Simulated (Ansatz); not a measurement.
## Nb2NS2 MXene monolayer in a perpendicular field

Wanted: the out-of-plane response of the Nb2NS2 MXene monolayer. A positive field points along +c.

Method: plane-wave DFT, PBE-D3(BJ), Ansatz PAW, in Ansatz 0.2.0.

Report form: the programs' logs are mostly left out.

## 1. The structure

The cell holds 5 atoms: 2 S, 2 Nb and 1 N. Its edges and angles: a = 3.079 Å, b = 3.079 Å, c = 43.019 Å, α = 90.0°, β = 90.0°, γ = 120.0°. Vacuum lies along c.

## 2. Relaxing the slab

The starting cell is a guess, so the in-plane lattice and the atoms are relaxed first, with the slab cut off from its images along the normal.

Input file input.yaml:

```yaml
crystal:
  lattice:
    - [3.079076, 0.0, 0.0]
    - [-1.539538, 2.6665580362, 0.0]
    - [0.0, 0.0, 43.0189594073]
  atoms:
    - { symbol: S, position: [0.3333333333, 0.6666666667, 0.4300429451] }
    - { symbol: Nb, position: [0.6666666667, 0.3333333333, 0.4717584671], spin: 1.0 }
    - { symbol: "N", position: [0.0, 0.0, 0.5] }
    - { symbol: Nb, position: [0.3333333333, 0.6666666667, 0.5282415329], spin: 1.0 }
    - { symbol: S, position: [0.6666666667, 0.3333333333, 0.5699570549] }
  periodic: [true, true, false]
magnetization:
  spin_polarized: true
kpoints:
  mp_grid: { grid: [12, 12, 1] }
hamiltonian:
  xc: pbe
  dispersion: d3bj
scf:
  occupations: { method: fermi_dirac, width: 0.05 }
  convergence: { dr2_threshold: 1.0e-09 }
relax:
  f_tol: 0.004
  max_steps: 90
  cell: {}
output:
  write_potential: true
  write_density: true
  volumetric_format: npy
```

Command:

```console
$ ansatz run input.yaml --threads 2 --pin off --max-ram 3072MiB --backend cpu --events-out ev --progress --plain --runs-dir out
```

Elapsed: 4.5 min, on 2 threads of Arm Neoverse N1, shared host; peak memory 0.84 GiB; 8.8 min of CPU time.

Step by step:

| step | energy less that of the first step (eV) | largest force component (eV/Å) | volume (Å³) |
| --- | --- | --- | --- |
| 1 | 0.0000 | 1.4287 | 353.21 |
| 2 | -0.5686 | 0.5277 | 381.01 |
| 3 | -0.6090 | 0.5465 | 405.52 |
| 4 | -0.6521 | 0.0798 | 399.00 |
| 5 | -0.6525 | 0.0060 | 398.32 |
| 6 | -0.6525 | 0.0001 | 398.39 |
| 7* | -0.6674 | 0.0003 | 398.39 |
| 8 | -0.6674 | 0.0020 | 399.11 |
| 9* | -0.6675 | 0.0020 | 399.11 |

Relaxation steps marked * repeat the geometry before them on a plane-wave basis chosen anew for their cell, so energy and pressure can jump there.

Forces are held to the 12 operations that the run works with; a distortion that breaks them can't arise in this run.

| cell as run | before | after | change |
| --- | --- | --- | --- |
| a (Å) | 3.079 | 3.273 | +6.3 % |
| b (Å) | 3.079 | 3.273 | +6.3 % |

The atoms that moved most (Å, along periodic axes as changes of fractional coordinates times the final cell, across vacuum about the mean position):

| atom | dx | dy | dz | length |
| --- | --- | --- | --- | --- |
| S1 | 0.000 | 0.000 | 0.261 | 0.261 |
| S5 | 0.000 | 0.000 | -0.261 | 0.261 |
| Nb2 | 0.000 | 0.000 | 0.075 | 0.075 |
| Nb4 | 0.000 | 0.000 | -0.075 | 0.075 |

The relaxed structure:

```cif
data_structure
_symmetry_space_group_name_H-M 'P 1'
_symmetry_Int_Tables_number 1
_cell_length_a 3.2730
_cell_length_b 3.2730
_cell_length_c 43.0190
_cell_angle_alpha 90.000
_cell_angle_beta 90.000
_cell_angle_gamma 120.000
_cell_volume 399.11
loop_
_atom_site_label
_atom_site_type_symbol
_atom_site_fract_x
_atom_site_fract_y
_atom_site_fract_z
_atom_site_occupancy
S1 S 0.33333 0.66667 0.43612 1
Nb2 Nb 0.66667 0.33333 0.47349 1
N3 N 0.00000 0.00000 0.50000 1
Nb4 Nb 0.33333 0.66667 0.52651 1
S5 S 0.66667 0.33333 0.56388 1
```

Numbers from this step:

```yaml
energy_at_zero_smearing: -11299.8637 eV
```

The lattice constant a goes from 3.079 to 3.273 Å.

## 3. Atoms held, field 0

A sawtooth potential applies the field, turning back in the middle of the vacuum. With the dipole correction the typed value is the field outside the slab. The induced dipole is small, so the SCF threshold is tight.

The cell differs from the one that the last finished run ended in (c 43.019 → 23.496 Å).

Input file input.yaml:

```yaml
crystal:
  lattice:
    - [3.2730315102, 0.0, 0.0]
    - [-1.6365157551, 2.8345284353, 0.0]
    - [0.0, 0.0, 23.4961211831]
  atoms:
    - { symbol: S, position: [0.3333333333, 0.6666666667, 0.3830419468] }
    - { symbol: Nb, position: [0.6666666667, 0.3333333333, 0.4514710885] }
    - { symbol: "N", position: [0.0, 0.0, 0.5] }
    - { symbol: Nb, position: [0.3333333333, 0.6666666667, 0.5485289115] }
    - { symbol: S, position: [0.6666666667, 0.3333333333, 0.6169580532] }
kpoints:
  mp_grid: { grid: [18, 18, 1] }
  band_path:
    path: [[0, 0, 0], [0.5, 0, 0], [0.33333333, 0.33333333, 0], [0, 0, 0]]
    npoints: 16
hamiltonian:
  xc: pbe
  dispersion: d3bj
scf:
  occupations: { method: fermi_dirac, width: 0.02585 }
  convergence: { dr2_threshold: 1.0e-10 }
efield:
  axis: 3
  dipole_correction: true
  ramp_position: 0.97
  ramp_width: 0.06
  amplitude: 0
output:
  dos: { projected: true, e_range: [-6, 5] }
  write_potential: true
  write_density: true
  volumetric_format: npy
  elf: true
```

Elapsed: 33 s, on 2 threads; peak memory 0.56 GiB; 66 s of CPU time.

This step gave:

* energy at zero smearing: -11299.8634 eV
* work function, upper face: 5.395 eV
* dipole along the normal: -6.13e-8 e·Å

Running mean over a fixed 2.8 Å (it still follows the layers) of the planar mean; the ramp of the sawtooth is left out. Table of electron's electrostatic potential energy less the Fermi level by z:

z (Å), electron's electrostatic potential energy less the Fermi level (eV) and a bar from the least value:
```
      3.0        5.4 ##############################
      3.5        5.4 ##############################
      4.0        5.4 ##############################
      4.5        5.4 ##############################
      5.0        5.4 ##############################
      5.5        5.4 ##############################
      6.0        5.4 ##############################
      6.5        5.2 ##############################
      7.0        4.6 #############################
      7.5        2.7 ##########################
      8.0        0.4 ######################
      8.5       -1.7 ###################
      9.0       -4.9 ##############
      9.5       -8.9 ########
     10.0      -11.1 #####
     10.5      -11.9 ####
     11.0      -12.6 ###
     11.5      -14.3 
     12.0      -14.3 
     12.5      -12.6 ###
     13.0      -11.9 ####
     13.5      -11.1 #####
     14.0       -8.9 ########
     14.5       -4.9 ##############
     15.0       -1.7 ###################
     15.5        0.5 ######################
     16.0        2.8 ##########################
     16.5        4.6 #############################
     17.0        5.2 ##############################
     17.5        5.4 ##############################
     18.0        5.4 ##############################
     18.5        5.4 ##############################
     19.0        5.4 ##############################
     19.5        5.4 ##############################
     20.0        5.4 ##############################
     20.5        5.4 ##############################
```

The density of states has structure finer than the step of the table below, so its rows give means over 0.25 eV, whole bins alone (the curve runs from -6 to 1.99 eV). Peaks (eV: height): -5.670: 9.19, -4.760: 9.03, -2.580: 11.1, -2.360: 7.73, 1.220: 7.69, 1.440: 5.17, 1.800: 5.21.

Table of density of states by energy, zero at the Fermi level; means over each step:

energy (eV), density of states (states/eV a cell) and a bar:
```
    -5.75        3.6 ##################
    -5.50        0.0 
    -5.25        0.9 ####
    -5.00        3.8 ###################
    -4.75        5.7 #############################
    -4.50        1.5 ########
    -4.25        1.7 #########
    -4.00        3.6 ##################
    -3.75        2.9 ###############
    -3.50        3.0 ###############
    -3.25        3.8 ###################
    -3.00        4.3 #####################
    -2.75        4.9 ########################
    -2.50        6.0 ##############################
    -2.25        3.2 ################
    -2.00        2.2 ###########
    -1.75        2.3 ###########
    -1.50        1.7 ########
    -1.25        1.7 #########
    -1.00        1.7 #########
    -0.75        0.8 ####
    -0.50        1.5 #######
    -0.25        1.6 ########
     0.00        1.7 ########
     0.25        1.5 #######
     0.50        1.5 ########
     0.75        1.9 ##########
     1.00        4.0 ####################
     1.25        5.9 #############################
     1.50        3.3 #################
     1.75        3.1 ###############
```

Projected DOS per atom over height of the atomic layer and energy from the Fermi level. Layers: S Nb N Nb S from below.

Ten even steps from '0' (0.01 states/eV) to '9' (1.97 states/eV), each cell a mean:
```
15051
07170
19391
03030
02020
12021
12021
01010
12021
11011
31013
32023
94149
73137
62026
42024
43034
11011
74147
32023
00000
02920
```
Columns: height of the atomic layer (Å) from 9 to 14.5 (not evenly spaced); rows upwards: energy from the Fermi level (eV) from -5.96 to 1.96.

The electronic bands at the labelled points (eV, zero at the Fermi level):

| point | band 18 | band 19 | band 20 | band 21 | band 22 | band 23 | band 24 | band 25 |
| --- | --- | --- | --- | --- | --- | --- | --- | --- |
| Γ | -2.38 | -1.36 | -1.36 | -0.74 | -0.74 | -0.35 | 0.76 | 1.12 |
| halfway | -2.62 | -2.38 | -1.94 | -1.92 | 0.15 | 0.54 | 1.08 | 2.00 |
| M | -2.83 | -2.59 | -2.36 | -1.97 | 0.88 | 1.31 | 1.55 | 2.18 |
| halfway | -3.48 | -3.09 | -2.88 | -1.30 | 0.92 | 0.94 | 1.59 | 2.49 |
| K | -3.82 | -3.48 | -3.48 | -0.10 | -0.10 | 0.40 | 2.19 | 2.19 |
| halfway | -3.11 | -2.60 | -2.46 | -1.01 | -0.68 | 1.22 | 1.63 | 1.96 |
| Γ | -2.38 | -1.36 | -1.36 | -0.74 | -0.74 | -0.35 | 0.76 | 1.12 |

Electrostatic potential energy in the ca plane at fractional y = 0.333, with atoms of Nb and S within 0.2 Å of it. With pseudopotentials it is smooth inside the atoms' cores, unlike the true potential.

Ten even steps from '0' (-44 eV) to '9' (7 eV), each cell a mean:
```
99999999999999999999887423688888876568999999
99999999999999999999973000278888851126999999
99999999999999999999972000068898832315899999
99999999999999999999972000168888841215999999
99999999999999999999985101478888863347999999
99999999999999999998887656788777887789999999
99999999999999999988788888887655789999999999
99999999999999999987788888887655789999999999
99999999999999999998888777888766788899999999
```
Columns run along c (16.0 Å, from fractional 0.08 to 0.76 of the cell; values clipped at the 3rd and 97th percentile), rows up along a (3.3 Å). Atoms in or near the plane, at fractional coordinates: Nb at (0.45, 0.67), S at (0.62, 0.67).

ELF in the ca plane at fractional y = 0.333, with atoms of Nb and S within 0.2 Å of it. It is the smooth field of the valence electrons, not physical close to the nuclei.

Values, 5 rows by 16 columns, each cell a mean:
```
0.00 0.00 0.00 0.00 0.05 0.29 0.34 0.57 0.32 0.20 0.51 0.77 0.80 0.28 0.01 0.00
0.00 0.00 0.00 0.00 0.01 0.06 0.25 0.54 0.47 0.23 0.61 0.32 0.89 0.44 0.03 0.00
0.00 0.00 0.00 0.00 0.05 0.28 0.34 0.59 0.33 0.20 0.52 0.76 0.80 0.29 0.01 0.00
0.00 0.00 0.00 0.02 0.26 0.69 0.65 0.22 0.38 0.24 0.25 0.44 0.24 0.03 0.00 0.00
0.00 0.00 0.00 0.02 0.27 0.71 0.66 0.22 0.40 0.24 0.23 0.41 0.21 0.03 0.00 0.00
```
Columns run along c (16.0 Å, from fractional 0.14 to 0.82 of the cell), rows up along a (3.3 Å). Atoms in or near the plane, at fractional coordinates: Nb at (0.45, 0.67), S at (0.62, 0.67).

Valence density in the ca plane at fractional y = 0.333, with atoms of Nb and S within 0.2 Å of it. It is the smooth field of the valence electrons, not physical close to the nuclei.

Values in e/Å³, 5 rows by 16 columns, each cell a mean:
```
0.0 0.0 0.0 0.0 0.0 0.1 0.4 2.2 0.8 0.2 0.5 0.9 0.3 0.0 0.0 0.0
0.0 0.0 0.0 0.0 0.0 0.1 0.6 4.6 1.8 0.2 0.6 0.7 0.6 0.0 0.0 0.0
0.0 0.0 0.0 0.0 0.0 0.1 0.4 2.4 0.9 0.2 0.5 0.9 0.3 0.0 0.0 0.0
0.0 0.0 0.0 0.0 0.0 0.3 0.4 0.3 0.4 0.5 0.4 0.3 0.1 0.0 0.0 0.0
0.0 0.0 0.0 0.0 0.0 0.3 0.4 0.3 0.4 0.5 0.4 0.2 0.1 0.0 0.0 0.0
```
Columns run along c (16.0 Å, from fractional 0.14 to 0.82 of the cell), rows up along a (3.3 Å). Atoms in or near the plane, at fractional coordinates: Nb at (0.45, 0.67), S at (0.62, 0.67).

The work function of the upper face is 5.39 eV.

## 4. Single point, field 0.1 V/Å

input.yaml: that of step 3 with these lines changed.

```diff
@@ -27,5 +27,4 @@
   ramp_width: 0.06
-  amplitude: 0
+  amplitude: 0.1
 output:
-  dos: { projected: true, e_range: [-6, 5] }
   write_potential: true
@@ -33,2 +32 @@
   volumetric_format: npy
-  elf: true
```

The job ended after 37 s (2 threads; peak memory 0.54 GiB).

The dipole is 0.0379 e·Å.

## 5. Single point, field -0.1 V/Å

input.yaml: that of step 4 with these lines changed.

```diff
@@ -27,3 +27,3 @@
   ramp_width: 0.06
-  amplitude: 0.1
+  amplitude: -0.1
 output:
```

It took 37 s on 2 threads; peak memory 0.54 GiB; 74 s of CPU time.

The dipole is -0.0379 e·Å.

## 6. Response, atoms held

This step: plane-wave DFT, PBE-D3(BJ), Ansatz PAW; response to a field along the normal, atoms held (Ansatz 0.2.0).

The dipoles give the slope, and the difference of two potentials shows where the field is screened.

This step gave:

```yaml
equivalent_conductor_thickness_p_eps_0ae: 7.399 Å
distance_between_the_outer_atoms: 5.496 Å
```

Dipole of the cell against applied field:

| applied field (V/Å) | dipole of the cell (e·Å) |
| --- | --- |
| -0.1000 | -0.0379 |
| 0.0000 | -6.1e-8 |
| 0.1000 | 0.0379 |

Local field over the applied field, running mean. From the potentials at -0.1 and 0.1 V/Å; running mean over 2.5 Å. Local field over applied field against z:

z (Å), local field over applied field and a bar:
```
      4.5      0.999 ##############################
      5.0      0.997 ##############################
      5.5      0.992 ##############################
      6.0      0.975 #############################
      6.5      0.931 ############################
      7.0      0.833 #########################
      7.5      0.679 ####################
      8.0      0.502 ###############
      8.5      0.321 #########
      9.0      0.172 #####
      9.5      0.081 ##
     10.0      0.040 #
     10.5      0.025 
     11.0      0.025 
     11.5      0.024 
     12.0      0.024 
     12.5      0.025 
     13.0      0.025 
     13.5      0.041 #
     14.0      0.081 ##
     14.5      0.173 #####
     15.0      0.323 #########
     15.5      0.504 ###############
     16.0      0.681 ####################
     16.5      0.834 #########################
     17.0      0.931 ############################
     17.5      0.976 #############################
     18.0      0.992 ##############################
     18.5      0.997 ##############################
     19.0      0.999 ##############################
```

Electrons, planar mean, per unit field. The induced electron density by z:

z (Å), induced electron density (e/Å³ per V/Å) and a bar from the least value:
```
     4.11    0.00000 ###############
     4.55    0.00000 ###############
     4.99    0.00001 ###############
     5.29    0.00002 ###############
     5.73    0.00006 ###############
     6.17    0.00016 ################
     6.61    0.00041 #################
     7.05    0.00100 ###################
     7.34    0.00172 ######################
     7.78    0.00320 #############################
     8.22    0.00356 ##############################
     8.66    0.00151 #####################
     9.10    0.00102 ###################
     9.55    0.00036 #################
     9.84   -0.00052 #############
    10.28   -0.00043 #############
    10.72    0.00065 ##################
    11.16    0.00005 ###############
    11.60    0.00003 ###############
    11.89   -0.00003 ###############
    12.34   -0.00005 ###############
    12.78   -0.00065 ############
    13.22    0.00043 #################
    13.66    0.00052 #################
    13.95   -0.00036 #############
    14.39   -0.00102 ###########
    14.83   -0.00151 #########
    15.27   -0.00356 
    15.71   -0.00320 #
    16.15   -0.00172 ########
    16.45   -0.00100 ###########
    16.89   -0.00041 #############
    17.33   -0.00016 ##############
    17.77   -0.00006 ###############
    18.21   -0.00002 ###############
    18.50   -0.00001 ###############
    18.94    0.00000 ###############
    19.38    0.00000 ###############
```

By hand: between -0.1 and 0.1 V/Å the dipole changes by 0.07587 e·Å, a slope of 0.3793 e·Å²/V. A perfect conductor of thickness t has p = ε₀AEt, so t = 180.95 × 0.3793 / 9.278 = 7.40 Å (e/ε₀ = 180.95 V·Å, A in Å²).

The induced dipole is that of a conductor 7.40 Å thick.

## 7. Summary of results

| Item | Value |
| --- | --- |
| gap without field | none |
| work function, upper face | 5.39 eV |
| equivalent conductor thickness, atoms held | 7.40 Å |

In words: The induced dipole equals that of a perfect conductor 7.40 Å thick, while the outer atoms lie 5.50 Å apart. There is no gap over 0.03 eV, with or without the field. The first relaxation ran with spin and lost its moment, and the later runs have none; other magnetic states were not tried. Spin-orbit coupling is left out. The MXene's terminations sit over the metal atoms of its far layer; the site over carbon or nitrogen, which some compounds prefer, was not run.

[Logs are printed without paths, hosts, clocks, repeated set-up lines and the standing remarks that a program may print on its own settings, such as how far it seeks lower states.]

[Hosts, paths, dates, database ids (printed as entryN), source tags and the programs' standing remarks are cut or masked in the printed files.]

[Maps of the electrostatic potential energy from Ansatz leave out the sawtooth potential of an applied field or a dipole correction, so their vacuum need not be flat; planar profiles and work functions include it.]

[The density of states shown here was stored with 400 of the rows of the run's finer table, so its peaks can read low, often by over a quarter, or be missed, and its means over a window can be off by a tenth or more.]
